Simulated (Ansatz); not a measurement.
## Ag2H2Pd, from a guessed structure to a relaxed one

Starting from a made-up structure for Ag2H2Pd, the aim is the relaxed cell, its shortest contacts and, where a second run follows, its electronic structure.

Method: DFT, PBEsol, plane-wave PAW, files of the set soft_1, scalar-relativistic, no spin, cell and ions relaxed at zero pressure; PAW set soft_1, in the first sound run; inputs show where later runs differ, in Ansatz 0.2.0.

## (1) Starting point

Symmetry: I4/mmm, No. 139, tetragonal system. The conventional cell has a = 3.113 Å, b = 3.113 Å, c = 9.827 Å, α = 90.00°, β = 90.00°, γ = 90.00°. Nearest to Ag lie 5 H at 2.01 to 2.20 Å. Nearest to Pd lie 2 H at 1.46 Å. Nearest to H lie 1 Pd at 1.46 Å and 5 Ag at 2.01 to 2.20 Å. Farther neighbours are not listed.

Structure file:

```cif
data_structure
_symmetry_space_group_name_H-M 'P 1'
_symmetry_Int_Tables_number 1
_cell_length_a 5.3840
_cell_length_b 5.3840
_cell_length_c 5.3840
_cell_angle_alpha 146.392
_cell_angle_beta 146.392
_cell_angle_gamma 48.264
_cell_volume 47.62
loop_
_atom_site_label
_atom_site_type_symbol
_atom_site_fract_x
_atom_site_fract_y
_atom_site_fract_z
_atom_site_occupancy
Ag1 Ag 0.35330 0.35330 0.00000 1
Ag2 Ag 0.64670 0.64670 0.00000 1
Pd3 Pd 0.00000 0.00000 0.00000 1
H4 H 0.14860 0.14860 0.00000 1
H5 H 0.85140 0.85140 0.00000 1
```

## (2) Relaxing cell and atoms

The guessed cell has no reason to be at equilibrium. It is relaxed with the atoms, within the space group of the guess.

File input.yaml:

```yaml
crystal:
  lattice:
    - [-1.5565, 1.5565, 4.9135]
    - [1.5565, -1.5565, 4.9135]
    - [1.5565, 1.5565, -4.9135]
  atoms:
    - { symbol: Ag, position: [0.3533, 0.3533, 0.0] }
    - { symbol: Ag, position: [0.6467, 0.6467, 0.0] }
    - { symbol: Pd, position: [0.0, 0.0, 0.0] }
    - { symbol: H, position: [0.1486, 0.1486, 0.0] }
    - { symbol: H, position: [0.8514, 0.8514, 0.0] }
kpoints:
  mp_grid: { grid: [12, 12, 12] }
scf:
  occupations: { method: fermi_dirac, width: 0.05 }
hamiltonian:
  xc: pbesol
  pseudopotentials: { kind: paw, azcp: { folder: soft_1 }, xc_functional: pbe }
relax:
  f_tol: 0.015
  max_steps: 70
  cell: {}
output:
  forces: true
  stress: true
```

Started as:

```sh
ansatz run input.yaml --threads 4 --pin off --max-ram 8192MiB --backend cpu --events-out ev --progress --plain --runs-dir out
```

Numbers of over 12 decimals in the logs are rounded to 6 here.

Output:

```text
basis.fft_grid_basis auto: the FFT boxes are laid along the combinations [[1, 0, 1], [0, 1, 1], [0, 0, 1]] of the cell's own vectors, 3.113, 3.113 and 5.384 Å long. The dense box has 24×24×36 points. Along the cell's own vectors, as sized, it would have 36×36×36, 2.25 times as many. Of the 16 symmetry operations that the crystal satisfies within crystal.symmetry.tolerance (time reversal apart; of a slab, those that k [...]
Engine: ansatz 0.2.0, x86_64-unknown-linux-gnu
Pseudopotentials: kind: paw
Pseudopotential: Ag, paw, valence charge 19, recommended cutoff 420 eV (normal), soft_1/Ag.paw.azcp
Pseudopotential: Pd, paw, valence charge 18, recommended cutoff 420 eV (normal), soft_1/Pd.paw.azcp
Pseudopotential: H, paw, valence charge 1, recommended cutoff 420 eV (normal), soft_1/H.paw.azcp
Functional definition: PBEsol
  exchange = pbesol_x
  correlation = pbesol_c
Crystal: 5 atoms, lattice volume = 47.616 Å³
Basis set: ecut = 420 eV, 925 PW (Γ), FFT grids on a1+a3, a2+a3, a3, exchange–correlation on 48×48×72 points (8 copies of the dense FFT grid, shifted against one another)
Bands: 35, of which v1, the nominal top of the filled ones, is band 29 counted from 1 (28 counted from 0)
Symmetry: 16 space group operations
Space group: I4/mmm (ITA 139), of the structure as read, at distance tolerance 3.6e-5 Å
k-points: 163 of 1728
Non-local potential: Ag, projectors of the file, l = 0: 3, l = 1: 2, l = 2: 2, l = 3: 1
Non-local potential: Pd, projectors of the file, l = 0: 2, l = 1: 2, l = 2: 2, l = 3: 1
Non-local potential: H, projectors of the file, l = 0: 2, l = 1: 1
PAW form: soft (Blöchl's): semilocal exchange-correlation on the pseudo side does not see the compensation charge
PAW frozen core: Ag, regenerated for the run's functional, and the local potential with it (the file was generated under x = pbe(κ = 0.804, μ = 0.219515), c = pbe(β = 0.066725))
PAW frozen core: Pd, regenerated for the run's functional, and the local potential with it (the file was generated under x = pbe(κ = 0.804, μ = 0.219515), c = pbe(β = 0.066725))
PAW one-centre angular grid: Ag, 590 points (default); XC on 64 Gauss nodes
PAW one-centre angular grid: Pd, 590 points (default); XC on 64 Gauss nodes
PAW one-centre angular grid: H, 110 points (default); XC on 64 Gauss nodes
Initial density: superposition of atomic densities (chi_scale 0.1, normalization cell, long waves kept (reshape's long-wave potential 0.00 eV rms))
Initial wavefunctions: pseudopotential atomic-orbital guess
Functional: x = pbesol(κ = 0.804, μ = 0.123457), c = pbesol(β = 0.046)
SCF iter   1: F=—  HF=-21985.306609 eV  |F-HF|=—  |Δ(HF+E_count)|=         —  Δρ=1.99e-1  dr2=2.57e1  ethr=3.10e-3  ⟨swp⟩=5.2  Hψ=19605  notcnv=0  defer=25
preconditioner: auto → Kerker (q_TF=auto, 2.819 Å⁻¹)  [metal: Δε(μ)=0.041 eV  Ē_g=10.863 eV  σ=0.050 eV  W_gap=0.20  n_scr=20 (ndim 8)  ℏωp=31.4 eV  f_vac=0.000  D(μ)=0.93/eV (n_scr^D=2)]
SCF iter   2: F=—  HF=-21982.054820 eV  |F-HF|=—  |Δ(HF+E_count)|=    3.25e0  Δρ=9.46e-2  dr2=6.47e0  ethr=3.10e-3  ⟨swp⟩=2.1  Hψ=11139  notcnv=0  defer=178
SCF iter   3: F=—  HF=-21980.915968 eV  |F-HF|=—  |Δ(HF+E_count)|=    1.14e0  Δρ=1.78e-2  dr2=3.57e-1  ethr=3.10e-3  ⟨swp⟩=2.2  Hψ=9512  notcnv=0  defer=185
SCF iter   4: F=—  HF=-21980.847312 eV  |F-HF|=—  |Δ(HF+E_count)|=   6.87e-2  Δρ=4.68e-3  dr2=3.54e-2  ethr=6.16e-4  ⟨swp⟩=2.0  Hψ=7742  notcnv=0  defer=189
SCF iter   5: F=—  HF=-21980.839345 eV  |F-HF|=—  |Δ(HF+E_count)|=   7.97e-3  Δρ=1.38e-3  dr2=2.09e-3  ethr=6.10e-5  ⟨swp⟩=2.5  Hψ=8616  notcnv=0  defer=189
SCF iter   6: F=—  HF=-21980.838807 eV  |F-HF|=—  |Δ(HF+E_count)|=   5.38e-4  Δρ=3.93e-4  dr2=9.06e-5  ethr=3.61e-6  ⟨swp⟩=2.2  Hψ=8163  notcnv=0  defer=189
SCF iter   7: F=—  HF=-21980.838779 eV  |F-HF|=—  |Δ(HF+E_count)|=   2.82e-5  Δρ=1.22e-4  dr2=6.11e-6  ethr=1.56e-7  ⟨swp⟩=2.1  Hψ=7833  notcnv=0  defer=189
SCF iter   8: F=—  HF=-21980.838778 eV  |F-HF|=—  |Δ(HF+E_count)|=   1.26e-6  Δρ=4.26e-5  dr2=5.51e-7  ethr=1.05e-8  ⟨swp⟩=2.0  Hψ=9743  notcnv=0  defer=189
SCF iter   9: F=-21980.838778 eV  HF=-21980.838778 eV  |F-HF|=1.54e-9  |Δ(HF+E_count)|=   5.69e-8  Δρ=6.83e-6  dr2=1.48e-8  ethr=1.72e-10  ⟨swp⟩=4.0  Hψ=18331  notcnv=0
SCF 1 converged in 9 iterations: F = -21980.838778 eV  dr2 = 1.48e-8
  greatest PAW one-centre occupation: 1.001 electrons in one spin orbital (limit 2), on the Ag atom at site 1 (counted from 0), in its partial waves of l = 0
relax step   1: F+E_penalty+E_count = -21980.83877788 eV  Δ(F+E_penalty+E_count) = +0.000e0 eV  max|allowed force component| = 3.569e0 eV/Å  Δτ_max = 0.0000 Å  P = +39.742 GPa  Ω = 47.616 Å³  (9 SCF iters, dr2 threshold 1.00e-7 eV, accepted)
Crystal: 5 atoms, lattice volume = 54.084 Å³
Basis set: ecut = 420 eV, 1045 PW (Γ), FFT grids on a1+a3, a2+a3, a3, exchange–correlation on 48×48×72 points (8 copies of the dense FFT grid, shifted against one another)
Initial density: handed on by an earlier stage of this run
Initial wavefunctions: those handed on with the density
iter 1 solved again at ethr=2.70e-4 eV; its pass at ethr=3.10e-3 eV (dr2=1.57e-1 eV) is discarded
SCF iter   1: F=—  HF=-21982.118698 eV  |F-HF|=—  |Δ(HF+E_count)|=         —  Δρ=1.66e-2  dr2=1.61e-1  ethr=2.70e-4  ⟨swp⟩=1.7  Hψ=26282  notcnv=0
preconditioner: auto → Kerker (q_TF=auto, 2.760 Å⁻¹)  [metal: Δε(μ)=0.042 eV  Ē_g=10.233 eV  σ=0.050 eV  W_gap=0.20  n_scr=24 (ndim 8)  ℏωp=29.4 eV  f_vac=0.000  D(μ)=1.02/eV (n_scr^D=2)]
SCF iter   2: F=—  HF=-21982.085351 eV  |F-HF|=—  |Δ(HF+E_count)|=   3.33e-2  Δρ=8.03e-3  dr2=2.70e-2  ethr=2.70e-4  ⟨swp⟩=2.5  Hψ=8361  notcnv=0
SCF iter   3: F=—  HF=-21982.079210 eV  |F-HF|=—  |Δ(HF+E_count)|=   6.14e-3  Δρ=2.75e-3  dr2=3.87e-3  ethr=4.66e-5  ⟨swp⟩=2.3  Hψ=9287  notcnv=0
SCF iter   4: F=—  HF=-21982.078574 eV  |F-HF|=—  |Δ(HF+E_count)|=   6.36e-4  Δρ=7.32e-4  dr2=2.02e-4  ethr=6.67e-6  ⟨swp⟩=1.5  Hψ=7532  notcnv=0
SCF iter   5: F=—  HF=-21982.078571 eV  |F-HF|=—  |Δ(HF+E_count)|=   2.73e-6  Δρ=2.96e-4  dr2=2.61e-5  ethr=3.49e-7  ⟨swp⟩=2.1  Hψ=8134  notcnv=0
SCF iter   6: F=—  HF=-21982.078573 eV  |F-HF|=—  |Δ(HF+E_count)|=   2.26e-6  Δρ=5.65e-5  dr2=2.72e-6  ethr=4.50e-8  ⟨swp⟩=2.0  Hψ=9526  notcnv=0
SCF iter   7: F=-21982.078573 eV  HF=-21982.078573 eV  |F-HF|=9.36e-8  |Δ(HF+E_count)|=   2.63e-7  Δρ=1.23e-5  dr2=1.56e-7  ethr=8.62e-10  ⟨swp⟩=4.0  Hψ=18241  notcnv=0
SCF 2 converged in 7 iterations: F = -21982.078573 eV  dr2 = 1.56e-7
[...]
SCF iter   1: F=—  HF=-21982.216968 eV  |F-HF|=—  |Δ(HF+E_count)|=         —  Δρ=5.41e-3  dr2=1.12e-2  ethr=1.91e-5  ⟨swp⟩=1.5  Hψ=26036  notcnv=0
preconditioner: auto → Kerker (q_TF=auto, 2.756 Å⁻¹)  [metal: Δε(μ)=0.024 eV  Ē_g=10.029 eV  σ=0.050 eV  W_gap=0.12  n_scr=20 (ndim 8)  ℏωp=29.3 eV  f_vac=0.000  D(μ)=0.94/eV (n_scr^D=2)]
SCF iter   2: F=—  HF=-21982.215176 eV  |F-HF|=—  |Δ(HF+E_count)|=   1.79e-3  Δρ=2.54e-3  dr2=1.95e-3  ethr=1.91e-5  ⟨swp⟩=1.9  Hψ=6342  notcnv=0
SCF iter   3: F=—  HF=-21982.214854 eV  |F-HF|=—  |Δ(HF+E_count)|=   3.22e-4  Δρ=1.14e-3  dr2=4.78e-4  ethr=3.36e-6  ⟨swp⟩=1.1  Hψ=5714  notcnv=0
SCF iter   4: F=—  HF=-21982.214725 eV  |F-HF|=—  |Δ(HF+E_count)|=   1.28e-4  Δρ=1.67e-4  dr2=3.50e-5  ethr=8.24e-7  ⟨swp⟩=2.0  Hψ=7701  notcnv=0
SCF iter   5: F=—  HF=-21982.214720 eV  |F-HF|=—  |Δ(HF+E_count)|=   5.63e-6  Δρ=3.69e-5  dr2=1.55e-6  ethr=6.04e-8  ⟨swp⟩=2.1  Hψ=7955  notcnv=0
SCF iter   6: F=-21982.214719 eV  HF=-21982.214719 eV  |F-HF|=1.25e-7  |Δ(HF+E_count)|=   3.29e-7  Δρ=1.17e-5  dr2=1.63e-7  ethr=8.62e-10  ⟨swp⟩=4.0  Hψ=17876  notcnv=0
SCF 3 converged in 6 iterations: F = -21982.214719 eV  dr2 = 1.63e-7
relax step   3: F+E_penalty+E_count = -21982.21471935 eV  Δ(F+E_penalty+E_count) = -1.361e-1 eV  max|allowed force component| = 3.985e-1 eV/Å  Δτ_max = 0.0405 Å  P = +2.531 GPa  Ω = 54.640 Å³  energy of the carried Pulay correction = -7.237e-3 eV  (6 SCF iters, dr2 threshold 5.00e-7 eV, accepted)
[... from here on, the SCF cycles and remarks between the steps are left out ...]
relax step   4: F+E_penalty+E_count = -21982.24290413 eV  Δ(F+E_penalty+E_count) = -2.818e-2 eV  max|allowed force component| = 6.098e-2 eV/Å  Δτ_max = 0.0026 Å  P = -0.269 GPa  Ω = 55.220 Å³  energy of the carried Pulay correction = -7.792e-3 eV  (7 SCF iters, dr2 threshold 5.00e-7 eV, accepted)
relax step   5: F+E_penalty+E_count = -21982.24426487 eV  Δ(F+E_penalty+E_count) = -1.361e-3 eV  max|allowed force component| = 1.076e-2 eV/Å  Δτ_max = 0.0042 Å  P = -0.010 GPa  Ω = 54.997 Å³  energy of the carried Pulay correction = -7.579e-3 eV  (5 SCF iters, dr2 threshold 5.00e-7 eV, accepted)
relax step   6: F+E_penalty+E_count = -21982.24448692 eV  Δ(F+E_penalty+E_count) = -2.220e-4 eV  max|allowed force component| = 7.695e-3 eV/Å  Δτ_max = 0.0026 Å  P = +0.003 GPa  Ω = 54.935 Å³  energy of the carried Pulay correction = -7.520e-3 eV  (5 SCF iters, dr2 threshold 6.69e-8 eV, accepted)
relax step   7: F+E_penalty+E_count = -21982.24453697 eV  Δ(F+E_penalty+E_count) = -5.004e-5 eV  max|allowed force component| = 6.145e-3 eV/Å  Δτ_max = 0.0016 Å  P = -0.010 GPa  Ω = 54.920 Å³  energy of the carried Pulay correction = -7.506e-3 eV  (8 SCF iters, accepted)
relax step   8: F+E_penalty+E_count = -21982.25261194 eV  Δ(F+E_penalty+E_count) = -8.075e-3 eV  max|allowed force component| = 5.132e-3 eV/Å  Δτ_max = 0.0000 Å  P = +0.090 GPa  Ω = 54.920 Å³  stress off target by 3.27e-1 GPa  SCF on the basis re-selected at this cell (its energy is not comparable with the rows above)  (7 SCF iters)
relax step   9: F+E_penalty+E_count = -21982.25320607 eV  Δ(F+E_penalty+E_count) = -5.941e-4 eV  max|allowed force component| = 1.975e-3 eV/Å  Δτ_max = 0.0087 Å  P = +0.044 GPa  Ω = 54.845 Å³  energy of the carried Pulay correction = +2.623e-5 eV  (6 SCF iters, dr2 threshold 2.68e-7 eV, accepted)
relax step  10: F+E_penalty+E_count = -21982.25329242 eV  Δ(F+E_penalty+E_count) = -8.635e-5 eV  max|allowed force component| = 5.980e-4 eV/Å  Δτ_max = 0.0029 Å  P = +0.003 GPa  Ω = 54.822 Å³  energy of the carried Pulay correction = +3.216e-5 eV  (6 SCF iters, dr2 threshold 3.69e-8 eV, accepted)
relax step  11: F+E_penalty+E_count = -21982.25342289 eV  Δ(F+E_penalty+E_count) = -1.305e-4 eV  max|allowed force component| = 2.283e-3 eV/Å  Δτ_max = 0.0068 Å  P = +0.012 GPa  Ω = 54.739 Å³  energy of the carried Pulay correction = +6.678e-5 eV  (9 SCF iters, accepted)
iter 1 solved again at ethr=1.99e-8 eV; its pass at ethr=3.10e-3 eV (dr2=1.15e-5 eV) is discarded
SCF iter   1: F=—  HF=-21982.253353 eV  |F-HF|=—  |Δ(HF+E_count)|=         —  Δρ=1.11e-4  dr2=2.33e-7  ethr=1.99e-8  ⟨swp⟩=3.0  Hψ=34660  notcnv=0
preconditioner: auto → Kerker (q_TF=auto, 2.755 Å⁻¹)  [metal: Δε(μ)=0.019 eV  Ē_g=9.962 eV  σ=0.050 eV  W_gap=0.09  n_scr=20 (ndim 8)  ℏωp=29.3 eV  f_vac=0.000  D(μ)=0.99/eV (n_scr^D=2)]
SCF iter   2: F=—  HF=-21982.253359 eV  |F-HF|=—  |Δ(HF+E_count)|=   5.84e-6  Δρ=5.71e-5  dr2=6.36e-8  ethr=4.01e-10  ⟨swp⟩=2.0  Hψ=6323  notcnv=0
SCF iter   3: F=—  HF=-21982.253361 eV  |F-HF|=—  |Δ(HF+E_count)|=   1.28e-6  Δρ=1.64e-6  dr2=6.11e-10  ethr=1.10e-10  ⟨swp⟩=2.0  Hψ=7949  notcnv=0
SCF iter   4: F=—  HF=-21982.253361 eV  |F-HF|=—  |Δ(HF+E_count)|=  5.09e-11  Δρ=6.60e-7  dr2=5.66e-11  ethr=1.00e-12  ⟨swp⟩=4.2  Hψ=18668  notcnv=0
SCF iter   5: F=-21982.253361 eV  HF=-21982.253361 eV  |F-HF|=1.46e-11  |Δ(HF+E_count)|=  1.24e-10  Δρ=1.80e-7  dr2=1.66e-11  ethr=1.00e-12  ⟨swp⟩=4.0  Hψ=17378  notcnv=0
SCF 12 converged in 5 iterations: F = -21982.253361 eV  dr2 = 1.66e-11
relax step  12: F+E_penalty+E_count = -21982.25336057 eV  Δ(F+E_penalty+E_count) = +6.232e-5 eV  max|allowed force component| = 2.134e-3 eV/Å  Δτ_max = 0.0000 Å  P = +0.014 GPa  Ω = 54.739 Å³  stress off target by 1.78e-2 GPa  SCF on the basis re-selected at this cell (its energy is not comparable with the rows above)  (5 SCF iters)
basis re-selected at this cell: Δ(F+E_penalty+E_count) = +6.232e-5 eV, ΔP = +0.002 GPa vs the last step (what re-selecting the basis moved, of the pressure what is left beyond the Pulay correction that the steps carried, after the strain that the cell walked since its last selection, with what the two solves' SCF thresholds leave and, on support functions, any second-order correction that the steps lacked; it is no m [...]
SCF converged after 5 iterations
Free energy (F): -21982.253361 eV
Harris-Foulkes:  -21982.253361 eV  (|F-HF|=1.46e-11)
Internal energy: -21982.245271 eV  (E = F + TS)
E sigma→0 (E₀):  -21982.249316 eV
Entropy (-TS):   -0.008090 eV (-1.618 meV/atom)
Fermi energy:    16.478262 eV
--- Per-component energies (eV) ---
  E_band       = -689.594367
  E_kinetic    = 1410.135430
  E_local      = -6369.625028  (includes V_loc(G=0)·N_el)
  E_nonlocal   = 444.166329
  E_hartree    = 2926.349888
  E_xc         = -471.339570
  E_vxc        = -599.422025  (∫ρ·V_xc dr)
  E_paw        = -11522.291142  (= ΣΔE_a)
  E_vpaw       = -1427.548299  (= ΣTr[D̂ρ^β])
  E_aug_tail   = -0.000635  (compensation charges beyond the density's cutoff)
  E_ewald      = -8400.588546
  E_core_change = 0.948005  (= ΣΔE_core)
  E_smearing   = -0.008090  (= −TS)
  E_closure    = -0.000000  (closes the sum)
  Σ components = -21982.253361   (vs F -21982.253361, Δ=0.00e0)
--- Forces (eV/Å), atoms counted from 1 ---
  atom   1  Ag     0.00000000     0.00000000     0.00213386
  atom   2  Ag     0.00000000    -0.00000000    -0.00213386
  atom   3  Pd    -0.00000000     0.00000000     0.00000000
  atom   4  H     -0.00000000     0.00000000    -0.00206533
  atom   5  H     -0.00000000     0.00000000     0.00206533
  max |Σ_I F_I| component: 1.52e-18 eV/Å
--- Stress (GPa, compression-positive) ---
        0.017781      -0.000000       0.000000
       -0.000000       0.017781      -0.000000
       -0.000000       0.000000       0.006966
  P = ⅓ Tr σ = 0.0142 GPa (0.142 kbar)
--- Relaxed structure (10 steps of the walk, 10 accepted, 2 SCFs on fresh bases) ---
  F+E_penalty+E_count = -21982.25336057 eV   max|allowed force component| = 2.134e-3 eV/Å   (the final SCF, on the basis selected at the relaxed cell)
  cell:  # Å, volume = 54.7393 Å³
    - [-1.574308, 1.574308, 5.521530]
    - [1.574308, -1.574308, 5.521530]
    - [1.574308, 1.574308, -5.521530]
  atoms:
    - { symbol: Ag, position: [0.340616, 0.340616, 0] }
    - { symbol: Ag, position: [0.659384, 0.659384, 0] }
    - { symbol: Pd, position: [-2.427235961603863e-19, -2.427235961603833e-19, 0] }
    - { symbol: H, position: [0.154808, 0.154808, 0] }
    - { symbol: H, position: [0.845192, 0.845192, 0] }
```

Wall time 28 s (4 threads of Intel Xeon Platinum 8488C (Sapphire Rapids), shared host); peak memory 0.66 GiB; 1.7 min of CPU time.

Relaxation path:

| step | energy less that of the first step (eV) | largest force component (eV/Å) | pressure (GPa) | volume (Å³) |
| --- | --- | --- | --- | --- |
| 1 | 0.0000 | 3.5689 | 39.74 | 47.62 |
| 2 | -1.2398 | 1.2529 | 6.70 | 54.08 |
| 3 | -1.3759 | 0.3985 | 2.53 | 54.64 |
| 4 | -1.4041 | 0.0610 | -0.27 | 55.22 |
| 5 | -1.4055 | 0.0108 | -0.01 | 55.00 |
| 6 | -1.4057 | 0.0077 | 0.00 | 54.93 |
| 7 | -1.4058 | 0.0061 | -0.01 | 54.92 |
| 8* | -1.4138 | 0.0051 | 0.09 | 54.92 |
| 9 | -1.4144 | 0.0020 | 0.04 | 54.84 |
| 10 | -1.4145 | 0.0006 | 0.00 | 54.82 |
| 11 | -1.4146 | 0.0023 | 0.01 | 54.74 |
| 12* | -1.4146 | 0.0021 | 0.01 | 54.74 |

Relaxation steps marked * repeat the geometry before them on a plane-wave basis chosen anew for their cell, so energy and pressure can jump there.

The run keeps the 16 symmetry operations that it works with, so distortions that break them were not tested.

| cell as run | before | after | change |
| --- | --- | --- | --- |
| a (Å) | 5.384 | 5.954 | +10.6 % |
| b (Å) | 5.384 | 5.954 | +10.6 % |
| c (Å) | 5.384 | 5.954 | +10.6 % |
| α (°) | 146.39 | 149.33 | +2.0 % |
| β (°) | 146.39 | 149.33 | +2.0 % |
| γ (°) | 48.26 | 43.92 | -9.0 % |
| volume (Å³/atom) | 9.52 | 10.95 | +15.0 % |

The atoms that moved most (Å, as changes of fractional coordinates times the final cell):

| atom | dx | dy | dz | length |
| --- | --- | --- | --- | --- |
| Ag2 | 0.000 | 0.000 | 0.140 | 0.140 |
| Ag1 | 0.000 | 0.000 | -0.140 | 0.140 |
| H4 | 0.000 | 0.000 | 0.069 | 0.069 |
| H5 | 0.000 | 0.000 | -0.069 | 0.069 |

Final coordinates:

```xyz
5
Lattice="-1.5743 1.5743 5.5215 1.5743 -1.5743 5.5215 1.5743 1.5743 -5.5215" Properties=species:S:1:pos:R:3 pbc="T T T"
Ag    0.0000    0.0000    3.7614
Ag    0.0000    0.0000    7.2816
Pd    0.0000    0.0000    0.0000
H     0.0000    0.0000    1.7096
H     0.0000    0.0000    9.3335
```

This step gave:

- free energy: -21982.2534 eV
- energy at zero smearing: -21982.2493 eV
- smearing term TS: 0.008090 eV
- Fermi energy: 16.48 eV
- electrons: 58
- symmetry operations: 16
- pressure: 0.01418 GPa

Shortest distances by pair of elements, guess and relaxed (not always the same contact):

| pair | guess (Å) | relaxed (Å) |
| --- | --- | --- |
| H–Pd | 1.460 | 1.710 |
| Ag–H | 2.012 | 2.052 |
| Ag–Pd | 2.631 | 2.838 |
| Ag–Ag | 2.883 | 2.994 |
| H–H | 2.921 | 3.062 |

The relaxation ends with a largest force component of 0.0021 eV/Å and a pressure of 0.01 GPa.

(Continued in part 2 of 2.)

[Logs are printed without paths, hosts, clocks, repeated set-up lines and the standing remarks that a program may print on its own settings, such as how far it seeks lower states.]

[Hosts, paths, dates, database ids (printed as entryN), source tags and the programs' standing remarks are cut or masked in the printed files.]
